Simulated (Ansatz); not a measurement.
# Cl-SiC-Cl chair monolayer in a perpendicular field, part 2 of 3

Wanted: the out-of-plane response of the Cl-SiC-Cl chair monolayer. A positive field points along +c.

Ansatz 0.2.0; plane-wave DFT, PBE-D3(BJ), Ansatz PAW.

So far. Step 2 (Relaxation): The lattice constant a goes from 3.086 to 3.250 Å.

### 3. Single point, field 0

A sawtooth potential applies the field, turning back in the middle of the vacuum. With the dipole correction the typed value is the field outside the slab. The induced dipole is small, so the SCF threshold is tight.

The cell differs from the one that the last finished run ended in (c 32.867 → 22.419 Å).

Contents of input.yaml:

```yaml
crystal:
  lattice:
    - [3.249950465, 0.0, 0.0]
    - [-1.6249752325, 2.8145396637, 0.0]
    - [0.0, 0.0, 22.4194519677]
  atoms:
    - { symbol: Cl, position: [0.6666666667, 0.3333333333, 0.4014371097] }
    - { symbol: C, position: [0.6666666667, 0.3333333333, 0.4831014345] }
    - { symbol: Si, position: [0.3333333333, 0.6666666667, 0.507524492] }
    - { symbol: Cl, position: [0.3333333333, 0.6666666667, 0.5985628903] }
kpoints:
  mp_grid: { grid: [18, 18, 1] }
  band_path:
    path: [[0, 0, 0], [0.5, 0, 0], [0.33333333, 0.33333333, 0], [0, 0, 0]]
    npoints: 16
hamiltonian:
  xc: pbe
  dispersion: d3bj
scf:
  occupations: { method: fermi_dirac, width: 0.02585 }
  convergence: { dr2_threshold: 1.0e-10 }
efield:
  axis: 3
  dipole_correction: true
  ramp_position: 0.97
  ramp_width: 0.06
  amplitude: 0
output:
  dos: { projected: true, e_range: [-6, 5] }
  bader: true
  write_potential: true
  write_density: true
  volumetric_format: npy
  elf: true
```

Started as:

```console
ansatz run input.yaml --threads 2 --pin off --max-ram 3072MiB --backend cpu --events-out ev --progress --plain --runs-dir out
```

Log:

```text
[...]
Crystal: 4 atoms, lattice volume = 205.073 Å³
Basis set: ecut = 420 eV, 4083 PW (Γ)
Bands: 15, of which v1, the nominal top of the filled ones, is band 11 counted from 1 (10 counted from 0)
Symmetry: 6 space group operations
[...]
k-points: 37 of 324 (time reversal used)
[...]
SCF iter   1: F=—  HF=-3047.567107 eV  |F-HF|=—  |Δ(HF+E_count)|=         —  Δρ=2.31e-3  dr2=5.50e-2  ethr=1.77e-3  p=-0.025 e·Å  D=-2.20e-2 V/Å  ΔV_dip=0.49 eV  dr2_dipole=1.16e-2  V_vac-E_F(+/−)=4.99/4.50 eV  ⟨swp⟩=9.8  Hψ=4651  notcnv=0
efield: sawtooth ramp at fractional position 0.9700 (set: `efield.ramp_position`, or a place that a band, a saddle search or an elastic batch's reference lends), width 0.0600; the density the first Hamiltonian is built on has a dipole p = -0.025 e·Å; the dipole correction subtracts the counter field D = -2.20e-2 V/Å, which shifts the + side's vacuum level by +0.49 eV against the − side's; the planar-averaged density in the ramp window peaks in size at 2.6e-5 e/Å³
[...]
SCF iter   2: F=—  HF=-3047.599248 eV  |F-HF|=—  |Δ(HF+E_count)|=   3.21e-2  Δρ=4.23e-3  dr2=2.19e-1  ethr=2.50e-4  p=0.056 e·Å  D=4.97e-2 V/Å  ΔV_dip=-1.11 eV  dr2_dipole=7.16e-2  V_vac-E_F(+/−)=3.72/4.83 eV  ⟨swp⟩=4.6  Hψ=1550  notcnv=0  recentre
[...]
SCF iter  11: F=-3047.556956 eV  HF=-3047.556956 eV  |F-HF|=5.46e-12  |Δ(HF+E_count)|=  1.21e-10  Δρ=8.74e-8  dr2=3.00e-11  ethr=1.00e-12  p=-0.009 e·Å  D=-7.91e-3 V/Å  ΔV_dip=0.18 eV  dr2_dipole=3.53e-12  V_vac-E_F(+/−)=4.47/4.29 eV  ⟨swp⟩=4.3  Hψ=1815  notcnv=0
SCF 1 converged in 11 iterations: F = -3047.556956 eV  dr2 = 3.00e-11
[...]
NSCF: frozen V_eff on 49 k-points
efield: sawtooth ramp at fractional position 0.9700 (kept from the solve that this one continues, or follows in the run), width 0.0600; the density the first Hamiltonian is built on has a dipole p = -0.009 e·Å; the dipole correction subtracts the counter field D = -7.91e-3 V/Å, which shifts the + side's vacuum level by +0.18 eV against the − side's; the planar-averaged density in the ramp window peaks in size at 3.5e-7 e/Å³
WARN: The output density's exchange-correlation potential varies sharply where the density is thin. Do not read a vacuum level from v_tot or v_xc, or from such a field of the output density. On a cell that repeats whose density bears no net charge and no dipole along the vacuum's axis use v_es (v_loc + v_h of the components); under efield.dipole_correction with no amplitude use v_es + v_field, which holds any externa [...]
SCF converged after 11 iterations
Free energy (F): -3047.556956 eV
[...]
Internal energy: -3047.556956 eV  (E = F + TS)
E sigma→0 (E₀):  -3047.556956 eV
Fermi energy:    -0.708322 eV
Dipole field:    D = -0.007912 V/Å  (p = -0.008966 e·Å, saw-weighted, corrected)
Work function:   Φ+ = 4.4680 eV   Φ− = 4.2906 eV
Levels:          The Fermi level and band energies are counted from a zero that moves with the ramp; work functions are not
[...]
--- Band table (eV; the first three rows and the last of 37) ---
  k-point 0: bands = [... 7 lower, -3.1081, -3.1081, -1.8444, -1.8444, 0.3935, 1.3221, 3.1229, 3.6697]
  k-point 1: bands = [... 7 lower, -3.2358, -3.1324, -1.9911, -1.8732, 0.5000, 1.4573, 3.1570, 3.6596]
  k-point 2: bands = [... 7 lower, -3.5797, -3.2022, -2.3807, -1.9537, 0.7098, 1.7896, 3.2356, 3.5669]
  k-point 36: bands = [... 7 lower, -5.7038, -5.1002, -4.4372, -4.3433, 2.1200, 3.1937, 3.6236, 5.2195]
--- Bader charges: 4 sites ---
  site symbol  charge [e]  shift [e]
     0     Cl     -0.2079     0.0010
     1      C     -1.7682     0.0117
     2     Si      2.7092     0.0160
     3     Cl     -0.7330     0.0033
  estimated error of the sums over rays = 4.7e-4 e
```

Run time: 39 s. Hardware: 2 threads of Intel Xeon Platinum 8488C (Sapphire Rapids), shared host; peak memory 0.52 GiB.

This step gave:

```yaml
dipole_along_the_normal: -0.008966 e·Å
gap_along_the_path: 2.238 eV
smallest_direct_gap_along_the_path: 2.238 eV
step_between_the_vacuum_levels: 0.1774 eV
ionisation_energy_upper_face: 5.604 eV
electron_affinity_upper_face: 3.366 eV
ionisation_energy_lower_face: 5.427 eV
gap_the_smaller_of_path_and_mesh: 2.238 eV
```

Running mean over a fixed 2.5 Å (it still follows the layers) of the planar mean; the ramp of the sawtooth is left out. Electron's electrostatic potential energy less the Fermi level against z:

```csv
z (Å),electron's electrostatic potential energy less the Fermi level (eV)
2.99,4.29
3.44,4.29
3.89,4.29
4.33,4.29
4.78,4.29
5.23,4.29
5.68,4.29
6.13,4.28
6.58,4.21
7.02,3.89
7.47,2.56
7.92,0.492
8.37,-1.18
8.82,-2.03
9.27,-3.37
9.72,-5.89
10.16,-7.84
10.61,-8.53
11.06,-8.56
11.36,-8.55
11.81,-8.40
12.26,-7.38
12.70,-5.46
13.15,-3.28
13.60,-1.98
14.05,-1.14
14.50,0.520
14.95,2.65
15.39,4.03
15.84,4.38
16.29,4.45
16.74,4.46
17.19,4.47
17.64,4.47
18.09,4.47
18.53,4.47
18.98,4.47
19.43,4.47
```

The density of states has structure finer than the step of the table below, so its rows give means over 0.2 eV. Peaks (eV: height): -5.97: 6.01, -5.53: 4.85, -4.98: 8.05, -4.29: 5.98, -3.85: 3.93, -3.16: 3.75, 2.55: 9.37.

Table of density of states by energy, zero at the Fermi level of the run, which the smearing sets inside the gap; means over each step:

```csv
energy (eV),density of states (states/eV a cell)
-5.8,2.93
-5.6,3.24
-5.4,1.99
-5.2,1.36
-5.0,3.89
-4.8,2.53
-4.6,1.73
-4.4,2.98
-4.2,3.91
-4.0,1.79
-3.8,2.58
-3.6,2.01
-3.4,2.27
-3.2,3.04
-3.0,2.57
-2.8,2.27
-2.6,2.11
-2.4,1.69
-2.2,1.40
-2.0,2.02
-1.8,1.58
-1.6,1.20
-1.4,1.03
-1.2,0.711
-1.0,0
-0.8,0
-0.6,0
-0.4,0
-0.2,0
0.0,0
0.2,0
0.4,0
0.6,0
0.8,0
1.0,6.7e-4
1.2,0.314
1.4,1.05
1.6,1.45
1.8,1.97
2.0,1.27
2.2,1.29
2.4,1.37
2.6,4.69
2.8,2.30
3.0,1.04
```

Projected DOS per atom over height of the atomic layer and energy from the Fermi level. Layers: Cl C Si Cl from below.

Ten even steps from '_' (0.00 states/eV) to '@' (1.56 states/eV), each cell a mean:
```
::==--__
==**--__
..::::__
..::--__
____..__
________
________
________
________
________
--..____
++..____
##..__..
++____++
++____%%
++____@@
++____**
@@::..##
----__++
====..@@
--++::--
====--##
```
Columns: height of the atomic layer (Å) from 9 to 13.4 (not evenly spaced); rows upwards: energy from the Fermi level (eV) from -5.96 to 3.04.

Electronic bands along the path, in eV, zero at the Fermi level of the run, which the smearing sets inside the gap:

```
  point  band 8  band 9  band 10  band 11  band 12  band 13  band 14  band 15
      Γ   -2.40   -2.40    -1.14    -1.14     1.10     2.03     3.83     4.38
halfway   -4.07   -3.08    -2.79    -1.57     1.75     2.50     4.24     5.17
      M   -5.06   -4.42    -3.15    -1.93     1.23     2.54     3.78     5.68
halfway   -5.01   -4.30    -3.71    -2.67     2.58     2.93     4.13     5.30
      K   -5.00   -4.39    -3.73    -3.63     2.83     3.90     4.33     5.93
halfway   -4.16   -3.54    -2.90    -2.01     2.10     3.54     4.15     4.44
      Γ   -2.40   -2.40    -1.14    -1.14     1.10     2.03     3.83     4.38
```

Electrostatic potential energy in the ca plane at fractional y = 0.333, with atoms of Cl and C within 0.2 Å of it. With pseudopotentials it is smooth inside the atoms' cores, unlike the true potential.

Ten even steps from '0' (-44 eV) to '9' (4 eV), each cell a mean:
```
99999999999999875578877889999999999999999999
99999999999999610037301689999999999999999999
99999999999999500016100489999999999999999999
99999999999999720047412689999999999999999999
99999999999999976688877889999999999999999999
99999999999999999999887778988899999999999999
99999999999999999999887678988899999999999999
99999999999999999999887788998899999999999999
```
Columns run along c (16.0 Å, from fractional 0.14 to 0.85 of the cell; values clipped at the 3rd and 97th percentile), rows up along a (3.2 Å). Atoms in or near the plane, at fractional coordinates: Cl at (0.40, 0.67), C at (0.48, 0.67).

ELF in the ca plane at fractional y = 0.333, with atoms of Cl and C within 0.2 Å of it. It is the smooth field of the valence electrons, not physical close to the nuclei.

Ten even steps from '0' (0.00) to '9' (0.90), each cell a mean:
```
00000000000015899974589841135542000000000000
00000000000025898787657740000000000000000000
00000000000025874478513640000000000000000000
00000000000025898877667740011110000000000000
00000000000014899963589841245652100000000000
00000000000001355521367632578885200000000000
00000000000000001000135433689986310000000000
00000000000001466531368632478985200000000000
```
Columns run along c (16.0 Å, from fractional 0.14 to 0.85 of the cell), rows up along a (3.2 Å). Atoms in or near the plane, at fractional coordinates: Cl at (0.40, 0.67), C at (0.48, 0.67).

Valence density in the ca plane at fractional y = 0.333, with atoms of Cl and C within 0.2 Å of it. It is the smooth field of the valence electrons, not physical close to the nuclei.

Values in e/Å³, 5 rows by 16 columns, each cell a mean:
```
0.0 0.0 0.0 0.0 0.0 0.8 1.0 0.7 0.7 0.1 0.1 0.0 0.0 0.0 0.0 0.0
0.0 0.0 0.0 0.0 0.1 1.0 1.1 1.3 1.0 0.1 0.0 0.0 0.0 0.0 0.0 0.0
0.0 0.0 0.0 0.0 0.0 0.8 1.1 0.8 0.7 0.1 0.1 0.0 0.0 0.0 0.0 0.0
0.0 0.0 0.0 0.0 0.0 0.1 0.2 0.2 0.3 0.2 0.5 0.1 0.0 0.0 0.0 0.0
0.0 0.0 0.0 0.0 0.0 0.1 0.2 0.2 0.3 0.2 0.5 0.1 0.0 0.0 0.0 0.0
```
Columns run along c (16.0 Å, from fractional 0.14 to 0.85 of the cell), rows up along a (3.2 Å). Atoms in or near the plane, at fractional coordinates: Cl at (0.40, 0.67), C at (0.48, 0.67).

The gap is 2.24 eV, with the valence edge 5.60 eV and the conduction edge 3.37 eV under the upper vacuum level.

### 4. Single point, field 0.03 V/Å

input.yaml: that of step 3 with these lines changed.

```diff
@@ -26,6 +26,4 @@
   ramp_width: 0.06
-  amplitude: 0
+  amplitude: 0.03
 output:
-  dos: { projected: true, e_range: [-6, 5] }
-  bader: true
   write_potential: true
@@ -33,2 +31 @@
   volumetric_format: npy
-  elf: true
```

Log:

```text
[...]
Crystal: 4 atoms, lattice volume = 205.073 Å³
Basis set: ecut = 420 eV, 4083 PW (Γ)
Bands: 15, of which v1, the nominal top of the filled ones, is band 11 counted from 1 (10 counted from 0)
Symmetry: 6 space group operations
[...]
k-points: 37 of 324 (time reversal used)
[...]
--- Band table (eV; the first three rows and the last of 37) ---
  k-point 0: bands = [... 7 lower, -3.1010, -3.1010, -1.8500, -1.8500, 0.3882, 1.3170, 3.1309, 3.6110]
  k-point 1: bands = [... 7 lower, -3.2289, -3.1255, -1.9968, -1.8788, 0.4943, 1.4526, 3.1675, 3.6147]
  k-point 2: bands = [... 7 lower, -3.5731, -3.1956, -2.3863, -1.9591, 0.7035, 1.7857, 3.2529, 3.5441]
  k-point 36: bands = [... 7 lower, -5.6999, -5.0941, -4.4425, -4.3470, 2.1144, 3.1960, 3.6264, 5.2171]
[key lines of the parts left out:]
SCF converged after 12 iterations
Free energy (F): -3047.556814 eV
Fermi energy:    -0.713751 eV
Dipole field:    D = -0.000417 V/Å  (p = -0.000473 e·Å, saw-weighted, corrected)
```

Wall time 13 s (2 threads); peak memory 0.49 GiB.

The dipole is -4.7e-4 e·Å, 0.00849 e·Å from its value without field, and the gap 2.238 eV.

### 5. Single point, field -0.03 V/Å

input.yaml: that of step 4 with these lines changed.

```diff
@@ -26,3 +26,3 @@
   ramp_width: 0.06
-  amplitude: 0.03
+  amplitude: -0.03
 output:
```

Log:

```text
[...]
Crystal: 4 atoms, lattice volume = 205.073 Å³
Basis set: ecut = 420 eV, 4083 PW (Γ)
Bands: 15, of which v1, the nominal top of the filled ones, is band 11 counted from 1 (10 counted from 0)
Symmetry: 6 space group operations
[...]
k-points: 37 of 324 (time reversal used)
[...]
--- Band table (eV; the first three rows and the last of 37) ---
  k-point 0: bands = [... 7 lower, -3.1151, -3.1151, -1.8388, -1.8388, 0.3987, 1.3268, 3.0961, 3.7342]
  k-point 1: bands = [... 7 lower, -3.2427, -3.1394, -1.9855, -1.8676, 0.5056, 1.4616, 3.1296, 3.6951]
  k-point 2: bands = [... 7 lower, -3.5864, -3.2089, -2.3751, -1.9483, 0.7159, 1.7931, 3.2081, 3.5815]
  k-point 36: bands = [... 7 lower, -5.7077, -5.1063, -4.4319, -4.3396, 2.1256, 3.1914, 3.6207, 5.2219]
[key lines of the parts left out:]
SCF converged after 12 iterations
Free energy (F): -3047.557352 eV
Fermi energy:    -0.702993 eV
Dipole field:    D = -0.015400 V/Å  (p = -0.017453 e·Å, saw-weighted, corrected)
```

Elapsed: 13 s, on 2 threads; peak memory 0.5 GiB.

The dipole is -0.0175 e·Å, -0.00849 e·Å from its value without field, and the gap 2.237 eV.

### 6. Single point, field 0.15 V/Å

input.yaml: that of step 5 with these lines changed.

```diff
@@ -26,3 +26,3 @@
   ramp_width: 0.06
-  amplitude: -0.03
+  amplitude: 0.15
 output:
```

Log:

```text
[...]
Crystal: 4 atoms, lattice volume = 205.073 Å³
Basis set: ecut = 420 eV, 4083 PW (Γ)
Bands: 15, of which v1, the nominal top of the filled ones, is band 11 counted from 1 (10 counted from 0)
Symmetry: 6 space group operations
[...]
k-points: 37 of 324 (time reversal used)
[...]
--- Band table (eV; the first three rows and the last of 37) ---
  k-point 0: bands = [... 7 lower, -3.0736, -3.0736, -1.8727, -1.8727, 0.3653, 1.2927, 2.9129, 3.4885]
  k-point 1: bands = [... 7 lower, -3.2020, -3.0985, -2.0195, -1.9012, 0.4697, 1.4301, 2.9652, 3.5045]
  k-point 2: bands = [... 7 lower, -3.5473, -3.1697, -2.4089, -1.9809, 0.6760, 1.7670, 3.1157, 3.4607]
  k-point 36: bands = [... 7 lower, -5.6857, -5.0698, -4.4639, -4.3614, 2.0912, 3.2045, 3.6368, 5.2069]
[key lines of the parts left out:]
SCF converged after 12 iterations
Free energy (F): -3047.558795 eV
Fermi energy:    -0.736383 eV
Dipole field:    D = 0.029548 V/Å  (p = 0.033486 e·Å, saw-weighted, corrected)
```

Wall time 13 s (2 threads); peak memory 0.5 GiB.

The dipole is 0.0335 e·Å, 0.0425 e·Å from its value without field, and the gap 2.238 eV.

### 7. Atoms held, field 0.25 V/Å

input.yaml: that of step 6 with these lines changed.

```diff
@@ -26,3 +26,3 @@
   ramp_width: 0.06
-  amplitude: 0.15
+  amplitude: 0.25
 output:
```

Log:

```text
[...]
Crystal: 4 atoms, lattice volume = 205.073 Å³
Basis set: ecut = 420 eV, 4083 PW (Γ)
Bands: 15, of which v1, the nominal top of the filled ones, is band 11 counted from 1 (10 counted from 0)
Symmetry: 6 space group operations
[...]
k-points: 37 of 324 (time reversal used)
[...]
--- Band table (eV; the first three rows and the last of 37) ---
  k-point 0: bands = [... 7 lower, -3.0516, -3.0516, -1.8917, -1.8917, 0.3440, 1.2669, 2.5303, 3.3644]
  k-point 1: bands = [... 7 lower, -3.1804, -3.0769, -2.0384, -1.9200, 0.4466, 1.4061, 2.5866, 3.4017]
  k-point 2: bands = [... 7 lower, -3.5266, -3.1491, -2.4278, -1.9991, 0.6502, 1.7465, 2.7533, 3.4546]
  k-point 36: bands = [... 7 lower, -5.6752, -5.0499, -4.4818, -4.3730, 2.0711, 3.2109, 3.6446, 5.1980]
[key lines of the parts left out:]
SCF converged after 12 iterations
Free energy (F): -3047.563558 eV
Fermi energy:    -0.756484 eV
Dipole field:    D = 0.054518 V/Å  (p = 0.061786 e·Å, saw-weighted, corrected)
```

Run time: 11 s. Hardware: 2 threads; peak memory 0.5 GiB.

The dipole is 0.0618 e·Å, 0.0708 e·Å from its value without field, and the gap 2.236 eV.

### 8. Atoms held, field -0.25 V/Å

input.yaml: that of step 7 with these lines changed.

```diff
@@ -26,4 +26,6 @@
   ramp_width: 0.06
-  amplitude: 0.25
+  amplitude: -0.25
 output:
+  dos: { projected: true, e_range: [-6, 5] }
+  bader: true
   write_potential: true
@@ -31 +33,2 @@
   volumetric_format: npy
+  elf: true
```

Log:

```text
[...]
Crystal: 4 atoms, lattice volume = 205.073 Å³
Basis set: ecut = 420 eV, 4083 PW (Γ)
Bands: 15, of which v1, the nominal top of the filled ones, is band 11 counted from 1 (10 counted from 0)
Symmetry: 6 space group operations
[...]
k-points: 37 of 324 (time reversal used)
[...]
k-point 2: bands = [... 7 lower, -3.6372, -3.2597, -2.3341, -1.9087, 0.7551, 1.8066, 2.7553, 3.3872]
  k-point 36: bands = [... 7 lower, -5.7395, -5.1513, -4.3932, -4.3115, 2.1648, 3.1725, 3.5972, 5.2383]
--- Bader charges: 4 sites ---
  site symbol  charge [e]  shift [e]
     0     Cl     -0.1962     0.0010
     1      C     -1.7716     0.0117
     2     Si      2.7076     0.0160
     3     Cl     -0.7399     0.0033
  estimated error of the sums over rays = 4.6e-4 e
[key lines of the parts left out:]
SCF converged after 12 iterations
Free energy (F): -3047.568039 eV
Fermi energy:    -0.666629 eV
Dipole field:    D = -0.070332 V/Å  (p = -0.079708 e·Å, saw-weighted, corrected)
```

It took 37 s on 2 threads; peak memory 0.5 GiB; 72 s of CPU time.

The dipole is -0.0797 e·Å, -0.0707 e·Å from its value without field, and the gap 2.230 eV.

### 9. Response, atoms held

This step: plane-wave DFT, PBE-D3(BJ), Ansatz PAW; response to a field along the normal, atoms held (Ansatz 0.2.0).

The dipoles give the slope, and the difference of two potentials shows where the field is screened.

This step gave:

```
equivalent conductor thickness p/(ε₀AE) : 5.598 Å
distance between the outer atoms        : 4.419 Å
```

Table of dipole of the cell by applied field:

```
applied field (V/Å)  dipole of the cell (e·Å)
             -0.250                   -0.0797
             -0.030                   -0.0175
              0.000                  -0.00897
              0.030                   -4.7e-4
              0.150                    0.0335
              0.250                    0.0618
```

Local field over the applied field, running mean. From the potentials at -0.03 and 0.03 V/Å; running mean over 2.5 Å. Local field over applied field against z:

z (Å), local field over applied field and a bar from the least value:
```
      4.5      1.000 ##############################
      5.0      0.999 ##############################
      5.5      0.997 ##############################
      6.0      0.990 ##############################
      6.5      0.963 #############################
      7.0      0.887 ##########################
      7.5      0.735 #####################
      8.0      0.553 ###############
      8.5      0.385 #########
      9.0      0.244 ####
      9.5      0.155 #
     10.0      0.111 
     10.5      0.123 
     11.0      0.153 #
     11.5      0.154 #
     12.0      0.137 #
     12.5      0.152 #
     13.0      0.188 ###
     13.5      0.266 #####
     14.0      0.409 ##########
     14.5      0.586 ################
     15.0      0.764 ######################
     15.5      0.900 ###########################
     16.0      0.968 #############################
     16.5      0.991 ##############################
     17.0      0.998 ##############################
     17.5      0.999 ##############################
     18.0      1.000 ##############################
```

The induced electron density oscillates, so the rows of the table below give means over 0.5 Å (shorter at the two ends). Its distinct maxima (Å: e/Å³ per V/Å): 8.22: 0.00478, 10.76: 0.0029, 12.41: 0.00198. Distinct minima: 9.12: -0.00118, 11.51: -0.00328, 14.20: -0.00438.

Electrons, planar mean, per unit field. The induced electron density by z; means over each step:

| z (Å) | induced electron density (e/Å³ per V/Å) |
| --- | --- |
| 4.5 | 5.8e-7 |
| 5.0 | 2.4e-6 |
| 5.5 | 1.0e-5 |
| 6.0 | 3.9e-5 |
| 6.5 | 1.5e-4 |
| 7.0 | 5.5e-4 |
| 7.5 | 0.00170 |
| 8.0 | 0.00389 |
| 8.5 | 0.00371 |
| 9.0 | -1.9e-4 |
| 9.5 | -3.0e-4 |
| 10.0 | -5.9e-4 |
| 10.5 | 9.7e-4 |
| 11.0 | 9.7e-4 |
| 11.5 | -0.00269 |
| 12.0 | 1.0e-4 |
| 12.5 | 0.00164 |
| 13.0 | 2.7e-4 |
| 13.5 | -9.3e-4 |
| 14.0 | -0.00375 |
| 14.5 | -0.00341 |
| 15.0 | -0.00149 |
| 15.5 | -4.7e-4 |
| 16.0 | -1.4e-4 |
| 16.5 | -3.6e-5 |
| 17.0 | -8.8e-6 |
| 17.5 | -2.2e-6 |
| 18.0 | -5.3e-7 |

The smaller of the gaps on the path and on the k-mesh, counted as 0 under 0.03 eV. The gap by applied field:

| applied field (V/Å) | gap (eV) |
| --- | --- |
| -0.250 | 2.23 |
| -0.030 | 2.24 |
| 0.000 | 2.24 |
| 0.030 | 2.24 |
| 0.150 | 2.24 |
| 0.250 | 2.24 |

By hand: between -0.03 and 0.03 V/Å the dipole changes by 0.01698 e·Å, a slope of 0.2830 e·Å²/V. A perfect conductor of thickness t has p = ε₀AEt, so t = 180.95 × 0.2830 / 9.147 = 5.60 Å (e/ε₀ = 180.95 V·Å, A in Å²).

The induced dipole is that of a conductor 5.60 Å thick.

(Part 2 of 3 ends here.)

[Long decimals in the printed logs are rounded to 6 places.]

[Logs are printed without paths, hosts, clocks, repeated set-up lines and the standing remarks that a program may print on its own settings, such as how far it seeks lower states.]

[Hosts, paths, dates, database ids (printed as entryN), source tags and the programs' standing remarks are cut or masked in the printed files.]

[Maps of the electrostatic potential energy from Ansatz leave out the sawtooth potential of an applied field or a dipole correction, so their vacuum need not be flat; planar profiles and work functions include it.]

[The density of states shown here was stored with 400 of the rows of the run's finer table, so its peaks can read low, often by over a quarter, or be missed, and its means over a window can be off by a tenth or more.]
